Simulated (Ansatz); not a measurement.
# Resistivity from frozen vibrations: Pt(111) with 4 thermally displaced layers, 2x2

Aim: the resistivity of Pt at 300 K from frozen thermal displacements between perfect leads. The measured value for the pure metal at this temperature is 10.8 µΩ cm (CRC Handbook of Chemistry and Physics, 84th ed., 2003, Electrical Resistivity of Pure Metals).

Method: Ansatz plane-wave DFT, PBE, PAW files; ballistic transport by layer matching (Landauer), zero bias; PAW set soft_1, in Ansatz 0.2.0.

This is a report of a sequence of runs, with most program output left out.

## Step 1: The structure

The cell holds 40 atoms: 40 Pt. Its edges and angles: a = 5.546 Å, b = 5.546 Å, c = 22.699 Å, α = 93.5°, β = 86.5°, γ = 120.0°. It derives from Pt. Regions: lead, 24 atoms (24 Pt); scattering region, 16 atoms (16 Pt). The structure is stacked along c, and the current runs across the ab planes.

## Step 2: With 4 displaced layers

Each atom of 4 layers is moved at random, by amounts drawn from a normal law 0.0629 Å wide in each direction from the Debye model (240 K) at 300 K. The layers about the cell's end stay perfect and serve as the lead. Disorder leaves little or no symmetry, which makes such runs dear. Energies from -0.05 to 0.05 eV in steps of 0.05 eV are too few for the program's thermal sum, so it prints no conductance; for a metal the transmission near the Fermi level serves, at a fraction of the cost.

Contents of input.yaml:

```yaml
crystal:
  lattice:
    - [5.5462627489, 0.0, 0.0]
    - [-2.7731313745, 4.8032044366, 0.0]
    - [1.3865656872, -0.8005340728, 22.6425228571]
  atoms:
    - { symbol: Pt, position: [0.9916666667, 0.0083333333, 0.05] }
    - { symbol: Pt, position: [0.9916666667, 0.5083333333, 0.05] }
    - { symbol: Pt, position: [0.4916666667, 0.0083333333, 0.05] }
    - { symbol: Pt, position: [0.4916666667, 0.5083333333, 0.05] }
    - { symbol: Pt, position: [0.1416666667, 0.3583333333, 0.15] }
    - { symbol: Pt, position: [0.1416666667, 0.8583333333, 0.15] }
    - { symbol: Pt, position: [0.6416666667, 0.3583333333, 0.15] }
    - { symbol: Pt, position: [0.6416666667, 0.8583333333, 0.15] }
[... 28 atom lines left out ...]
    - { symbol: Pt, position: [0.8416666667, 0.1583333333, 0.95] }
    - { symbol: Pt, position: [0.8416666667, 0.6583333333, 0.95] }
    - { symbol: Pt, position: [0.3416666667, 0.1583333333, 0.95] }
    - { symbol: Pt, position: [0.3416666667, 0.6583333333, 0.95] }
kpoints:
  mp_grid: { grid: [5, 5, 1] }
hamiltonian:
  xc: pbe
  pseudopotentials: { kind: paw, azcp: { folder: soft_1 } }
scf:
  occupations: { method: fermi_dirac, width: 0.1 }
output:
  transmission:
    leads: [[0, 4]]
    kmesh: [10, 10]
    e_range: [-0.05, 0.05]
    de: 0.05
  write_potential: true
  write_density: true
  volumetric_format: npy
  elf: true
```

The run is started by

```sh
$ ansatz run input.yaml --threads 4 --pin off --max-ram 15360MiB --backend cpu --events-out ev --progress --plain --runs-dir out
```

It took 9.6 min on 4 threads of Arm Neoverse V1, shared host; peak memory 5.7 GiB; 37 min of CPU time.

Numbers from this step:

- free energy: -500987.5142 eV
- energy at zero smearing: -500986.3992 eV
- Fermi energy: 23.43 eV
- cell area: 26.64 Å²
- transmission per spin nearest the Fermi level: 5.763
- open channels per spin nearest the Fermi level: 6.89
- step of the lead's potential: 10 meV

Per spin. Transmission, zone mean against energy, zero at the Fermi level:

| energy (eV) | transmission, zone mean |
| --- | --- |
| -0.0500 | 5.95 |
| 0.0000 | 5.76 |
| 0.0500 | 5.47 |

Per spin. Open channels, zone mean, lead against energy, zero at the Fermi level:

| energy (eV) | open channels, zone mean, lead |
| --- | --- |
| -0.0500 | 7.16 |
| 0.0000 | 6.89 |
| 0.0500 | 6.21 |

Transmission over k1 and k2. At 0.0000 eV from the Fermi level.

Values, 10 rows by 10 columns:
```
8.14 7.51 5.64 5.53 5.72 7.34 7.97 3.77 2.95 3.65
4.24 5.68 7.43 6.06 6.04 7.26 5.47 4.18 2.93 2.93
4.33 5.70 5.96 7.59 3.60 7.47 5.91 5.53 4.39 3.76
8.09 5.68 6.05 3.35 6.15 6.11 3.02 6.04 5.42 8.23
7.45 7.42 7.32 7.17 5.98 3.63 5.98 7.17 7.32 7.42
8.09 8.23 5.42 6.04 3.02 6.11 6.15 3.35 6.05 5.68
4.33 3.76 4.39 5.53 5.91 7.47 3.60 7.59 5.96 5.70
4.24 2.93 2.93 4.18 5.47 7.26 6.04 6.06 7.43 5.68
8.14 3.65 2.95 3.77 7.97 7.34 5.72 5.53 5.64 7.51
7.46 8.21 4.18 4.29 7.83 7.34 7.83 4.29 4.18 8.21
```
Columns: k1 (b1) from -0.5 to 0.4; rows upwards: k2 (b2) from -0.5 to 0.4.

Open channels over k1 and k2. At 0.0000 eV from the Fermi level.

Values, 10 rows by 10 columns:
```
10.0  8.0  6.0  6.0  6.0  8.0 10.0  4.0  3.0  4.0
 6.0  6.0  8.0  7.0  7.0  8.0  6.0  6.0  3.0  3.0
 6.0  6.0  7.0  9.0  4.0  9.0  7.0  6.0  6.0  4.0
10.0  6.0  7.0  4.0  9.0  9.0  4.0  7.0  6.0 10.0
10.0  8.0  8.0  9.0  9.0  5.0  9.0  9.0  8.0  8.0
10.0 10.0  6.0  7.0  4.0  9.0  9.0  4.0  7.0  6.0
 6.0  4.0  6.0  6.0  7.0  9.0  4.0  9.0  7.0  6.0
 6.0  3.0  3.0  6.0  6.0  8.0  7.0  7.0  8.0  6.0
10.0  4.0  3.0  4.0 10.0  8.0  6.0  6.0  6.0  8.0
10.0 10.0  6.0  6.0 10.0 10.0 10.0  6.0  6.0 10.0
```
Columns: k1 (b1) from -0.5 to 0.4; rows upwards: k2 (b2) from -0.5 to 0.4.

Electrostatic potential energy in the ca plane at fractional y = 0.041, with atoms of Pt within 0.2 Å of it. With pseudopotentials it is smooth inside the atoms' cores, unlike the true potential.

Ten even steps from '0' (-43 eV) to '9' (26 eV), each cell a mean:
```
99999999998300048999999999999731158985579999
99999999998400059999999999999610037999999999
78999877999732479998999999999720038999999999
66899755799987899865789998999852368987789999
77899755799999999742479988899987889852368999
88999877899988999842479988899999999730027999
99999999999632589975789998999988899830027999
99999999997200169999999999999853369863258999
99999999997200059999999999999720038998789999
88999988998400169998999999999710027999999999
67899866899854689864689999999841148999999999
66899755799998999731269998999986689975579999
77899866899999999731268988899999999841148999
99999988999865799864579988899999999730027999
99999999998510269998899999999976789841037999
```
Columns run along c (16.0 Å, from fractional 0.15 to 0.85 of the cell; values clipped at the 3rd and 97th percentile), rows up along a (5.5 Å). Atoms in or near the plane, at fractional coordinates: Pt at (0.35, 0.95), Pt at (0.35, 0.43).

ELF in the ca plane at fractional y = 0.041, with atoms of Pt within 0.2 Å of it. It is the smooth field of the valence electrons, not physical close to the nuclei.

Ten even steps from '0' (0.14) to '9' (0.59), each cell a mean:
```
22100122223799962222100122222489853235652122
22111122223799962222100012222599983222221112
43222343222478742223210122222499973222210012
54322456421234322356522223322368753223421112
54322466421222222478642223321134322357863222
33222344322233222478642223321122222389984222
22100122222588632245532223211133322379984222
22000122223799952222211123222378743347873222
22100122223899952222200022222489974223431122
33211232223799852223210122222489984222210012
54322355322366532356632223222379863222221112
54323466421233222488853223321235432345642122
44222355421233222488853223321112222378973222
22211233222366432257643223321122222489984222
22100122222699852223321222221245422368984222
```
Columns run along c (16.0 Å, from fractional 0.15 to 0.85 of the cell), rows up along a (5.5 Å). Atoms in or near the plane, at fractional coordinates: Pt at (0.35, 0.95), Pt at (0.35, 0.43).

Valence density in the ca plane at fractional y = 0.041, with atoms of Pt within 0.2 Å of it. It is the smooth field of the valence electrons, not physical close to the nuclei.

Ten even steps from '0' (0 e/Å³) to '9' (11 e/Å³), each cell a mean:
```
00000000000389620000000000000025410001100000
00000000000268510000000000000148730000000000
00000000000023200000000000000047620000000000
10000011000000000011000000000013210000000000
00000011000000000023100000000000000013310000
00000000000000000013100000000000000026630000
00000000000123100001000000000000000026630000
00000000000378410000000000000013200012310000
00000000000389610000000000000037620000000000
00000000000256410000000000000047730000000000
00000010000012100011100000000024410000000000
10000011000000000024310000000001100001100000
00000011000000000024310000000000000024420000
00000000000011000012100000000000000036630000
00000000000156310000000000000001000014520000
```
Columns run along c (16.0 Å, from fractional 0.15 to 0.85 of the cell), rows up along a (5.5 Å). Atoms in or near the plane, at fractional coordinates: Pt at (0.35, 0.95), Pt at (0.35, 0.43).

Over the solved energies the transmission per spin lies between 5.47 and 5.95, out of 6.75 channels of the lead on average (up to 7.16).

## Step 3: With 8 displaced layers

Each atom of 8 layers is moved at random, by amounts drawn from a normal law 0.0629 Å wide in each direction from the Debye model (240 K) at 300 K. A fresh draw is used; the growth of the resistance with length is what counts.

System of this step: Pt(111) with 8 thermally displaced layers, 2x2. The cell holds 56 atoms: 56 Pt. Cell: a = 5.546 Å, b = 5.546 Å, c = 31.740 Å, α = 87.5°, β = 92.5°, γ = 120.0°. It derives from Pt. Regions: lead, 24 atoms (24 Pt); scattering region, 32 atoms (32 Pt). The structure is stacked along c, and the current runs across the ab planes.

Contents of input.yaml:

```yaml
crystal:
  lattice:
    - [5.5462627489, 0.0, 0.0]
    - [-2.7731313745, 4.8032044366, 0.0]
    - [-1.3865656872, 0.8005340728, 31.6995319999]
  atoms:
    - { symbol: Pt, position: [0.005952381, 0.994047619, 0.0357142857] }
    - { symbol: Pt, position: [0.005952381, 0.494047619, 0.0357142857] }
    - { symbol: Pt, position: [0.505952381, 0.994047619, 0.0357142857] }
    - { symbol: Pt, position: [0.505952381, 0.494047619, 0.0357142857] }
    - { symbol: Pt, position: [0.1845238095, 0.3154761905, 0.1071428571] }
    - { symbol: Pt, position: [0.1845238095, 0.8154761905, 0.1071428571] }
    - { symbol: Pt, position: [0.6845238095, 0.3154761905, 0.1071428571] }
    - { symbol: Pt, position: [0.6845238095, 0.8154761905, 0.1071428571] }
[... 44 atom lines left out ...]
    - { symbol: Pt, position: [0.3273809524, 0.1726190476, 0.9642857143] }
    - { symbol: Pt, position: [0.3273809524, 0.6726190476, 0.9642857143] }
    - { symbol: Pt, position: [0.8273809524, 0.1726190476, 0.9642857143] }
    - { symbol: Pt, position: [0.8273809524, 0.6726190476, 0.9642857143] }
kpoints:
  mp_grid: { grid: [5, 5, 1] }
hamiltonian:
  xc: pbe
  pseudopotentials: { kind: paw, azcp: { folder: soft_1 } }
scf:
  occupations: { method: fermi_dirac, width: 0.1 }
output:
  transmission:
    leads: [[0, 4]]
    kmesh: [10, 10]
    e_range: [-0.05, 0.05]
    de: 0.05
  write_potential: true
  write_density: true
  volumetric_format: npy
```

It took 18 min on 4 threads; peak memory 9.6 GiB; 68 min of CPU time.

This step gave:

```yaml
free_energy: -701381.6465 eV
energy_at_zero_smearing: -701380.0913 eV
transmission_per_spin_nearest_the_fermi_level: 5.020
step_of_the_lead_s_potential: 4.6 meV
```

Per spin. Transmission, zone mean against energy, zero at the Fermi level:

| energy (eV) | transmission, zone mean |
| --- | --- |
| -0.0500 | 5.21 |
| 0.0000 | 5.02 |
| 0.0500 | 4.76 |

Over the solved energies the transmission per spin lies between 4.76 and 5.21, out of 6.75 channels of the lead on average (up to 7.16).

## Step 4: With 12 displaced layers

Each atom of 12 layers is moved at random, by amounts drawn from a normal law 0.0629 Å wide in each direction from the Debye model (240 K) at 300 K. A fresh draw is used; the growth of the resistance with length is what counts.

System of this step: Pt(111) with 12 thermally displaced layers, 2x2. The cell holds 72 atoms: 72 Pt. Its edges and angles: a = 5.546 Å, b = 5.546 Å, c = 40.757 Å, α = 90.0°, β = 90.0°, γ = 120.0°. It derives from Pt. Regions: lead, 24 atoms (24 Pt); scattering region, 48 atoms (48 Pt). The structure is stacked along c, and the current runs across the ab planes.

Contents of input.yaml:

```yaml
crystal:
  lattice:
    - [5.5462627489, 0.0, 0.0]
    - [-2.7731313745, 4.8032044366, 0.0]
    - [0.0, 0.0, 40.7565411427]
  atoms:
    - { symbol: Pt, position: [0.0, 0.0, 0.0277777778] }
    - { symbol: Pt, position: [0.0, 0.5, 0.0277777778] }
    - { symbol: Pt, position: [0.5, 0.0, 0.0277777778] }
    - { symbol: Pt, position: [0.5, 0.5, 0.0277777778] }
    - { symbol: Pt, position: [0.1666666667, 0.3333333333, 0.0833333333] }
    - { symbol: Pt, position: [0.1666666667, 0.8333333333, 0.0833333333] }
    - { symbol: Pt, position: [0.6666666667, 0.3333333333, 0.0833333333] }
    - { symbol: Pt, position: [0.6666666667, 0.8333333333, 0.0833333333] }
[... 60 atom lines left out ...]
    - { symbol: Pt, position: [0.3333333333, 0.1666666667, 0.9722222222] }
    - { symbol: Pt, position: [0.3333333333, 0.6666666667, 0.9722222222] }
    - { symbol: Pt, position: [0.8333333333, 0.1666666667, 0.9722222222] }
    - { symbol: Pt, position: [0.8333333333, 0.6666666667, 0.9722222222] }
kpoints:
  mp_grid: { grid: [5, 5, 1] }
hamiltonian:
  xc: pbe
  pseudopotentials: { kind: paw, azcp: { folder: soft_1 } }
scf:
  occupations: { method: fermi_dirac, width: 0.1 }
output:
  transmission:
    leads: [[0, 4]]
    kmesh: [10, 10]
    e_range: [-0.05, 0.05]
    de: 0.05
  write_potential: true
  write_density: true
  volumetric_format: npy
```

The job ended after 32 min (4 threads; peak memory 8.4 GiB; 2 h of CPU time).

This step gave:

```yaml
free_energy: -901775.2737 eV
energy_at_zero_smearing: -901773.2609 eV
fermi_energy: 23.44 eV
transmission_per_spin_nearest_the_fermi_level: 4.163
step_of_the_lead_s_potential: 12.9 meV
```

Per spin. The transmission, zone mean by energy, zero at the Fermi level:

| energy (eV) | transmission, zone mean |
| --- | --- |
| -0.0500 | 4.24 |
| 0.0000 | 4.16 |
| 0.0500 | 4.11 |

Over the solved energies the transmission per spin lies between 4.11 and 4.24, out of 6.71 channels of the lead on average (up to 7.04).

## Step 5: The fit

This step: Ansatz plane-wave DFT, PBE, PAW files; ballistic transport by layer matching (Landauer), zero bias; resistivity from the slope of the area resistance; PAW set soft_1 (Ansatz 0.2.0).

Numbers from this step:

| Item | Value |
| --- | --- |
| resistivity | 12.20 µΩ cm |
| intercept | -0.02683 fΩ m² |
| scatter about the fit | 0.01082 fΩ m² |

Resistance, by row:

| run | length (Å) | T | channels N | RA (fΩ m²) |
| --- | --- | --- | --- | --- |
| n4 | 9.057 | 5.727 | 6.753 | 0.09128 |
| n8 | 18.11 | 4.998 | 6.753 | 0.1788 |
| n12 | 27.17 | 4.171 | 6.713 | 0.3122 |

The area resistance by length of the displaced region:

| length of the displaced region (Å) | area resistance (fΩ m²) |
| --- | --- |
| 9.06 | 0.0913 |
| 18.11 | 0.179 |
| 27.17 | 0.312 |

The area resistance goes from 0.091 to 0.31 fΩ m² between 9.1 and 27.2 Å, a slope of 12 µΩ cm.

By hand from the end points: (0.3122 − 0.09128) fΩ m² / (27.17 − 9.06) Å = 12 µΩ cm, since 1 fΩ m² per Å is 1000 µΩ cm.

## Step 6: Results

| Quantity | Value |
| --- | --- |
| resistivity from the slope | 12.2 µΩ cm |
| area resistance over 9.06 Å | 0.0913 fΩ m² |
| area resistance over 18.1 Å | 0.179 fΩ m² |
| area resistance over 27.2 Å | 0.312 fΩ m² |

In words: The slope gives 12 µΩ cm. The points scatter by 0.011 fΩ m² about the line, with one random draw a length in a 2x2 cell, so the slope is a rough value. The mean square of the displacements drawn is 0.78, 0.91 and 1.0 of the nominal one at the three lengths; with each resistance scaled back by that, the slope is 10 µΩ cm, the value used below. Read with a model of isotropic scattering on a spherical Fermi surface and the lead's 2.0×10¹⁵ S/m², this slope means a mean free path near 39 Å; over these lengths the model's slope is 1.06 times its bulk resistivity, which would be 9.8 µΩ cm. Uncorrelated displacements put too much weight on short waves, which scatter strongly; with the sideways repeat of a small cell, one draw and three short lengths, the method is good to a factor of two or three. The measured value is 10.8 µΩ cm (CRC Handbook of Chemistry and Physics, 84th ed., 2003, Electrical Resistivity of Pure Metals); the scaled slope is 0.96 times that and the corrected value 0.90: fair for so small a cell. Spin-orbit coupling is left out, which matters for Pt.

[Logs are printed without paths, hosts, clocks, repeated set-up lines and the standing remarks that a program may print on its own settings, such as how far it seeks lower states.]

[Hosts, paths, dates, database ids (printed as entryN), source tags and the programs' standing remarks are cut or masked in the printed files.]
